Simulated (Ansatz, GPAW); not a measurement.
# A 2-layer slab of Rh(110): simulated STM images, part 2 of 3

Wanted: filled- and empty-state images of a 2-layer slab of Rh(110), with its work function.

GPAW 26.7.0 and Ansatz 0.2.0; GPAW, PAW setups; slab in vacuum (the session's first sound run).

So far, upper work function (eV): step 2 (relaxing the atoms) 4.99; step 3 (bands at fixed density, height 4 Å, STM [-2.0, -1.0, 1.5] V) 4.99.

### 4. A second plane-wave code

A second program with its own datasets checks the number independently.

This step: Ansatz plane waves; slab in vacuum with a dipole correction (Ansatz 0.2.0).

input.yaml

```yaml
crystal:
  lattice:
    - [3.8, 0.0, 0.0]
    - [0.0, 2.6870057685, 0.0]
    - [0.0, 0.0, 15.3435028843]
  atoms:
    - { symbol: Rh, position: [0.5, 0.4999989266, 0.4562191602] }
    - { symbol: Rh, position: [0.0, 0.0, 0.5190724388] }
kpoints:
  mp_grid: { grid: [8, 12, 1] }
hamiltonian:
  xc: pbe
scf:
  occupations: { method: fermi_dirac, width: 0.1 }
efield:
  axis: 3
  dipole_correction: true
  ramp_width: 0.05
output:
  forces: true
  band_densities:
    - { e_range: [-2.0, 0] }
    - { e_range: [-1.0, 0] }
    - { e_range: [0, 1.5] }
  write_potential: true
  write_density: true
  volumetric_format: npy
  elf: true
```

Command:

```
ansatz run input.yaml --threads 4 --pin off --max-ram 8192MiB --backend cpu --events-out ev --progress --plain --runs-dir out
```

Numbers of over 12 decimals in the logs are rounded to 6 here.

The program printed:

```text
Warning: the atoms were moved onto the symmetric positions of the space group found under crystal.symmetry.tolerance 1.0e-5 (fractional; no operation is sought that the atoms, as they stand in a round, miss by more than twice it, and no atom is moved by as much as it), and the run uses the moved positions. Before a round's move an operation carried an atom to 2.88e-6 Å from where it should land, the largest such dist [...]
Engine: ansatz 0.2.0, aarch64-unknown-linux-gnu
Pseudopotentials: kind: paw
Pseudopotential: Rh, paw, valence charge 17, recommended cutoff 420 eV (normal), Rh.paw.azcp
Functional definition: PBE
  parameter kappa = 0.804
  parameter beta = 0.066725
  exchange = pbe_x(kappa = kappa, mu = beta*pi^2/3)
  correlation = pbe_c(beta = beta)
Crystal: 2 atoms, lattice volume = 156.667 Å³
Basis set: ecut = 420 eV, 3071 PW (Γ), exchange–correlation on 54×36×216 points (8 copies of the dense FFT grid, shifted against one another)
Bands: 21, of which v1, the nominal top of the filled ones, is band 17 counted from 1 (16 counted from 0)
Symmetry: 4 space group operations
k-points: 35 of 96
Non-local potential: Rh, projectors of the file, l = 0: 3, l = 1: 2, l = 2: 2, l = 3: 1
PAW form: soft (Blöchl's): semilocal exchange-correlation on the pseudo side does not see the compensation charge
PAW one-centre angular grid: Rh, 590 points (default); XC on 64 Gauss nodes
Initial density: superposition of atomic densities (neutral atoms: chi_scale 0, normalization atom), corrected by the library's trained network
Initial wavefunctions: pseudopotential atomic-orbital guess
Functional: x = pbe(κ = 0.804, μ = 0.219515), c = pbe(β = 0.066725)
SCF iter   1: F=—  HF=-12803.324026 eV  |F-HF|=—  |Δ(HF+E_count)|=         —  Δρ=1.03e-2  dr2=5.95e-2  ethr=1.77e-3  p=0.000 e·Å  D=4.29e-6 V/Å  ΔV_dip=-0.00 eV  dr2_dipole=1.29e-7  V_vac-E_F(+/−)=5.10/5.10 eV  ⟨swp⟩=6.3  Hψ=3529  notcnv=0
efield: sawtooth ramp at fractional position 0.9626 (placed from the atoms, in the widest stretch of the axis that holds none; the zero of the levels goes with the place), width 0.0500; the density the first Hamiltonian is built on has a dipole p = 0.000 e·Å; the dipole correction subtracts the counter field D = 4.29e-6 V/Å, which shifts the + side's vacuum level by -0.00 eV against the − side's; the planar-averaged density in the ramp window peaks in size at 8.8e-6 e/Å³
preconditioner: auto → LDOS  [metal: Δε(μ)=0.118 eV  Ē_g=5.018 eV  σ=0.100 eV  W_gap=0.27  n_scr=24 (ndim 8)  ℏωp=12.6 eV  f_vac=0.701  D(μ)=2.70/eV (n_scr^D=14)  β→1.0]
SCF iter   2: F=—  HF=-12803.325584 eV  |F-HF|=—  |Δ(HF+E_count)|=   1.56e-3  Δρ=7.76e-3  dr2=3.76e-2  ethr=1.75e-4  p=0.000 e·Å  D=1.56e-4 V/Å  ΔV_dip=-0.00 eV  dr2_dipole=1.05e-6  V_vac-E_F(+/−)=5.04/5.05 eV  ⟨swp⟩=2.0  Hψ=1682  notcnv=0
SCF iter   3: F=—  HF=-12803.314287 eV  |F-HF|=—  |Δ(HF+E_count)|=   1.13e-2  Δρ=7.55e-4  dr2=6.92e-4  ethr=1.11e-4  p=-0.000 e·Å  D=-2.34e-5 V/Å  ΔV_dip=0.00 eV  dr2_dipole=2.27e-7  V_vac-E_F(+/−)=5.01/5.01 eV  ⟨swp⟩=2.9  Hψ=1412  notcnv=0
SCF iter   4: F=—  HF=-12803.314292 eV  |F-HF|=—  |Δ(HF+E_count)|=   5.39e-6  Δρ=3.00e-4  dr2=1.10e-4  ethr=2.04e-6  p=0.000 e·Å  D=9.55e-5 V/Å  ΔV_dip=-0.00 eV  dr2_dipole=2.64e-7  V_vac-E_F(+/−)=5.00/5.01 eV  ⟨swp⟩=3.9  Hψ=1727  notcnv=0
SCF iter   5: F=—  HF=-12803.314301 eV  |F-HF|=—  |Δ(HF+E_count)|=   8.32e-6  Δρ=5.30e-5  dr2=3.35e-6  ethr=3.24e-7  p=0.000 e·Å  D=9.73e-6 V/Å  ΔV_dip=-0.00 eV  dr2_dipole=7.60e-9  V_vac-E_F(+/−)=5.00/5.00 eV  ⟨swp⟩=2.0  Hψ=1052  notcnv=0
SCF iter   6: F=—  HF=-12803.314256 eV  |F-HF|=—  |Δ(HF+E_count)|=   4.50e-5  Δρ=2.02e-5  dr2=6.85e-7  ethr=9.84e-9  p=0.000 e·Å  D=3.51e-5 V/Å  ΔV_dip=-0.00 eV  dr2_dipole=5.23e-8  V_vac-E_F(+/−)=5.00/5.00 eV  ⟨swp⟩=2.5  Hψ=1350  notcnv=0
SCF iter   7: F=-12803.314256 eV  HF=-12803.314256 eV  |F-HF|=1.51e-9  |Δ(HF+E_count)|=   4.04e-7  Δρ=4.07e-6  dr2=6.48e-8  ethr=2.94e-10  p=-0.000 e·Å  D=-1.01e-5 V/Å  ΔV_dip=0.00 eV  dr2_dipole=1.22e-8  V_vac-E_F(+/−)=5.00/5.00 eV  ⟨swp⟩=12.1  Hψ=6572  notcnv=0
SCF 1 converged in 7 iterations: F = -12803.314256 eV  dr2 = 6.48e-8
  greatest PAW one-centre occupation: 1.000 electrons in one spin orbital (limit 2), on the Rh atom at site 1 (counted from 0), in its partial waves of l = 0
NSCF: frozen V_eff on 22 k-points
efield: sawtooth ramp at fractional position 0.9626 (kept from the solve that this one continues, or follows in the run), width 0.0500; the density the first Hamiltonian is built on has a dipole p = -0.000 e·Å; the dipole correction subtracts the counter field D = -1.01e-5 V/Å, which shifts the + side's vacuum level by +0.00 eV against the − side's; the planar-averaged density in the ramp window peaks in size at 3.9e-6 e/Å³
WARN: The output density's exchange-correlation potential varies sharply where the density is thin. Do not read a vacuum level from v_tot or v_xc, or from such a field of the output density. On a cell that repeats whose density bears no net charge and no dipole along the vacuum's axis use v_es (v_loc + v_h of the components); under efield.dipole_correction with no amplitude use v_es + v_field, which holds any externa [...]
SCF converged after 7 iterations
Free energy (F): -12803.314256 eV
Harris-Foulkes:  -12803.314256 eV  (|F-HF|=1.51e-9)
Internal energy: -12803.213438 eV  (E = F + TS)
E sigma→0 (E₀):  -12803.263847 eV
Entropy (-TS):   -0.100818 eV (-50.409 meV/atom)
Fermi energy:    -0.179097 eV
Dipole field:    D = 0.000158 V/Å  (p = 0.000137 e·Å, saw-weighted, corrected)
Work function:   Φ+ = 5.0006 eV   Φ− = 5.0030 eV
Levels:          The Fermi level and band energies are counted from a zero that moves with the ramp; work functions are not
--- Per-component energies (eV) ---
  E_band       = -917.237109
  E_kinetic    = 1142.167001
  E_local      = -22783.949411  (includes V_loc(G=0)·N_el)
  E_nonlocal   = 714.061515
  E_hartree    = 10553.340600
  E_xc         = -439.690160
  E_vxc        = -551.344017  (∫ρ·V_xc dr)
  E_paw        = -7175.464311  (= ΣΔE_a)
  E_vpaw       = -544.860069  (= ΣTr[D̂ρ^β])
  E_aug_tail   = 0.001791  (compensation charges beyond the density's cutoff)
  E_efield     = 0.000000  (sawtooth field / dipole correction)
  E_vefield    = 0.000000  (∫n·V_field dr)
  E_ewald      = 5186.319537
  E_smearing   = -0.100818  (= −TS)
  E_closure    = -0.000000  (closes the sum)
  Σ components = -12803.314256   (vs F -12803.314256, Δ=0.00e0)
--- Forces (eV/Å), atoms counted from 1 ---
  atom   1  Rh    -0.00000000     0.00000000     0.10338521
  atom   2  Rh     0.00000000    -0.00000000    -0.10334943
  max |Σ_I F_I| component: 3.58e-5 eV/Å
--- Band table (eV; the first three rows and the last of 35) ---
  k-point 0: bands = [... 13 lower, -2.0844, -1.9119, -1.2550, -0.7586, -0.4978, 0.6357, 0.9881, 4.1934]
  k-point 1: bands = [... 13 lower, -1.9990, -1.5991, -1.4986, -0.9012, -0.3161, 0.8255, 0.9495, 4.3273]
  k-point 2: bands = [... 13 lower, -1.9774, -1.6311, -1.0858, -1.0634, -0.0472, 0.5411, 1.6526, 4.7281]
  k-point 34: bands = [... 13 lower, -2.0012, -1.3574, -1.3574, 0.4732, 0.4733, 3.7225, 3.7225, 8.1249]
--- Band densities, each state counted as filled ---
  window                                       electrons  max residual (eV)  cut levels
  e_range: [-2, 0]                              8.479167             5.1e-9           0
  e_range: [-1, 0]                              3.791667             5.1e-9           0
  e_range: [0, 1.5]                             3.583333             2.9e-6           0
```

Elapsed: 4 s, on 4 threads of Arm Neoverse V2, shared host; peak memory 0.42 GiB.

This step gave:

```yaml
free_energy: -12803.3143 eV
smearing_term_ts: 0.1008 eV
symmetry_operations: 4
upper_work_function: 5.001 eV
lower_work_function: 5.003 eV
dipole_along_the_normal: 1.37e-4 e·Å
dipole_field: 1.58e-4 V/Å
vacuum_level_above: 4.822 eV
vacuum_level_below: 4.824 eV
corrugation_e_range_minus_2_0_4: 0.2702 Å
decay_e_range_minus_2_0: 1.358 Å⁻¹
apparent_barrier_e_range_minus_2_0: 7.024 eV, hbar² kappa² / 2m (holds the in-plane momentum too)
corrugation_e_range_minus_1_0_4: 0.4150 Å
decay_e_range_minus_1_0: 1.357 Å⁻¹
apparent_barrier_e_range_minus_1_0: 7.021 eV, hbar² kappa² / 2m (holds the in-plane momentum too)
corrugation_e_range_0_1p5_4: 0.08000 Å
```

Electrostatic potential energy of an electron (with the applied field's), less the Fermi level, planar mean against z:

```
z (Å)  electrostatic potential energy of an electron (with the applied field's), less the Fermi level, planar mean (eV)
 0.00                                                                                                              5.00
 0.43                                                                                                              5.00
 0.85                                                                                                              5.00
 1.28                                                                                                              5.00
 1.70                                                                                                              5.00
 1.99                                                                                                              5.00
 2.42                                                                                                              5.00
 2.84                                                                                                              5.00
 3.27                                                                                                              5.00
 3.69                                                                                                              5.00
 4.12                                                                                                              4.98
 4.55                                                                                                              4.95
 4.97                                                                                                              4.83
 5.40                                                                                                              4.46
 5.68                                                                                                              3.82
 6.11                                                                                                             0.940
 6.54                                                                                                             -8.44
 6.96                                                                                                             -16.3
 7.39                                                                                                             -19.0
 7.81                                                                                                             -17.8
 8.24                                                                                                             -12.8
 8.67                                                                                                             -2.53
 9.09                                                                                                              3.01
 9.52                                                                                                              4.38
 9.80                                                                                                              4.72
10.23                                                                                                              4.91
10.66                                                                                                              4.97
11.08                                                                                                              4.99
11.51                                                                                                              5.00
11.93                                                                                                              5.00
12.36                                                                                                              5.00
12.79                                                                                                              5.00
13.21                                                                                                              5.00
13.50                                                                                                              5.00
13.92                                                                                                              5.00
14.35                                                                                                              5.00
14.78                                                                                                              5.00
15.20                                                                                                              5.00
```

Table of valence density, planar mean by z:

```
z (Å)  valence density, planar mean (e/Å³)
  3.5                               1.3e-4
  4.0                               5.0e-4
  4.5                              0.00196
  5.0                              0.00760
  5.5                               0.0302
  6.0                                0.132
  6.5                                0.768
  7.0                                 1.67
  7.5                                 1.57
  8.0                                 1.64
  8.5                                0.687
  9.0                                0.118
  9.5                               0.0272
 10.0                              0.00694
 10.5                              0.00176
 11.0                               4.6e-4
 11.5                               1.1e-4
```

E_range_-2_0. The planar mean of the window's density by height over the top atom:

```
height over the top atom (Å)  planar mean of the window's density (e/Å³)
                        1.50                                      0.0223
                        1.70                                      0.0134
                        1.90                                     0.00799
                        2.10                                     0.00471
                        2.30                                     0.00278
                        2.50                                     0.00164
                        2.70                                      9.6e-4
                        2.90                                      5.7e-4
                        3.10                                      3.3e-4
                        3.30                                      1.9e-4
                        3.50                                      1.1e-4
                        3.70                                      6.6e-5
                        3.90                                      3.8e-5
                        4.10                                      2.2e-5
                        4.30                                      1.3e-5
                        4.50                                      7.5e-6
                        4.70                                      4.3e-6
                        4.90                                      2.5e-6
                        5.10                                      1.5e-6
                        5.30                                      8.4e-7
                        5.50                                      4.9e-7
                        5.70                                      2.9e-7
                        5.90                                      1.7e-7
                        6.10                                      1.0e-7
```

Density over a1 and a2. Constant height 4 Å over the top atom, window e_range_-2_0.

Ten even steps from '_' (1.96 × 1e-5 e/Å³) to '@' (4.02 × 1e-5 e/Å³):
```
@@@@@@%%##**++==--::....________....::--==++**##%%@@@@
@@@@@@%%##**++==--::....________....::--==++**##%%@@@@
@@@@@@%%##**++==--::....________....::--==++**##%%@@@@
@@@@%%%%##**++==--::..____________..::--==++**##%%%%@@
@@%%%%####**++==--::..____________..::--==++**####%%%%
%%%%%%##****++==--::..____________..::--==++****##%%%%
%%%%%%##**++==--::::..____________..::::--==++**##%%%%
%%%%####**++==--::....____________....::--==++**####%%
%%%%####**++==--::....____________....::--==++**####%%
%%%%####**++==--::....____________....::--==++**####%%
%%%%%%##**++==--::::..____________..::::--==++**##%%%%
%%%%%%##****++==--::..____________..::--==++****##%%%%
@@%%%%####**++==--::..____________..::--==++**####%%%%
@@@@%%%%##**++==--::..____________..::--==++**##%%%%@@
@@@@@@%%##**++==--::....________....::--==++**##%%@@@@
@@@@@@%%##**++==--::....________....::--==++**##%%@@@@
@@@@@@%%##**++==--::....________....::--==++**##%%@@@@
@@@@@@%%##**++==--::....________....::--==++**##%%@@@@
```
Columns: a1 from 0 to 0.963; rows upwards: a2 from 0 to 0.944.

Tip height over the top atom over a1 and a2. Constant current at the density 2.911e-05 e/Å^3, window e_range_-2_0.

Values in Å, 12 rows by 16 columns, each cell a mean:
```
4.11 4.10 4.08 4.04 4.00 3.95 3.90 3.87 3.86 3.88 3.92 3.97 4.02 4.06 4.09 4.11
4.11 4.10 4.08 4.04 4.00 3.95 3.90 3.87 3.86 3.88 3.92 3.97 4.01 4.06 4.08 4.10
4.10 4.09 4.07 4.03 3.99 3.94 3.89 3.86 3.86 3.87 3.91 3.96 4.01 4.05 4.08 4.09
4.09 4.08 4.06 4.03 3.98 3.94 3.89 3.86 3.85 3.87 3.91 3.95 4.00 4.04 4.07 4.09
4.09 4.08 4.06 4.02 3.98 3.93 3.88 3.85 3.85 3.86 3.90 3.95 3.99 4.04 4.06 4.08
4.08 4.07 4.05 4.02 3.97 3.93 3.88 3.85 3.84 3.86 3.90 3.95 3.99 4.03 4.06 4.08
4.09 4.08 4.05 4.02 3.98 3.93 3.88 3.85 3.85 3.86 3.90 3.95 3.99 4.04 4.06 4.08
4.09 4.08 4.06 4.02 3.98 3.93 3.89 3.86 3.85 3.87 3.91 3.95 4.00 4.04 4.07 4.09
4.10 4.09 4.07 4.03 3.99 3.94 3.89 3.86 3.85 3.87 3.91 3.96 4.00 4.05 4.08 4.09
4.10 4.09 4.07 4.04 3.99 3.95 3.90 3.87 3.86 3.88 3.92 3.96 4.01 4.05 4.08 4.10
4.11 4.10 4.08 4.04 4.00 3.95 3.90 3.87 3.86 3.88 3.92 3.97 4.02 4.06 4.09 4.11
4.11 4.10 4.08 4.04 4.00 3.95 3.90 3.87 3.86 3.88 3.92 3.97 4.02 4.06 4.09 4.11
```
Columns: a1 from 0 to 0.963; rows upwards: a2 from 0 to 0.944.

E_range_-1_0. The planar mean of the window's density by height over the top atom:

```
height over the top atom (Å)  planar mean of the window's density (e/Å³)
                        1.50                                      0.0113
                        1.70                                     0.00692
                        1.90                                     0.00414
                        2.10                                     0.00245
                        2.30                                     0.00145
                        2.50                                      8.6e-4
                        2.70                                      5.0e-4
                        2.90                                      3.0e-4
                        3.10                                      1.7e-4
                        3.30                                      1.0e-4
                        3.50                                      5.9e-5
                        3.70                                      3.4e-5
                        3.90                                      2.0e-5
                        4.10                                      1.2e-5
                        4.30                                      6.7e-6
                        4.50                                      3.9e-6
                        4.70                                      2.3e-6
                        4.90                                      1.3e-6
                        5.10                                      7.6e-7
                        5.30                                      4.4e-7
                        5.50                                      2.6e-7
                        5.70                                      1.5e-7
                        5.90                                      8.8e-8
                        6.10                                      5.2e-8
```

Density over a1 and a2. Constant height 4 Å over the top atom, window e_range_-1_0.

Ten even steps from '0' (0.81 × 1e-5 e/Å³) to '9' (2.38 × 1e-5 e/Å³):
```
999876543211000011234567899
999876543211000011234567899
998876543211000011234567889
998876543211000011234567889
888766543210000001234566788
888765432210000001223456788
887765432110000001123456778
877765432110000001123456777
777665432110000001123456677
877765432110000001123456777
887765432110000001123456778
888765432210000001223456788
888766543210000001234566788
998876543211000011234567889
998876543211000011234567889
999876543211000011234567899
999876543211000011234567899
999877543211000011234577899
```
Columns: a1 from 0 to 0.963; rows upwards: a2 from 0 to 0.944.

(Continued in part 3 of 3.)

[Logs are printed without paths, hosts, clocks, repeated set-up lines and the standing remarks that a program may print on its own settings, such as how far it seeks lower states.]

[Hosts, paths, dates, database ids (printed as entryN), source tags and the programs' standing remarks are cut or masked in the printed files.]
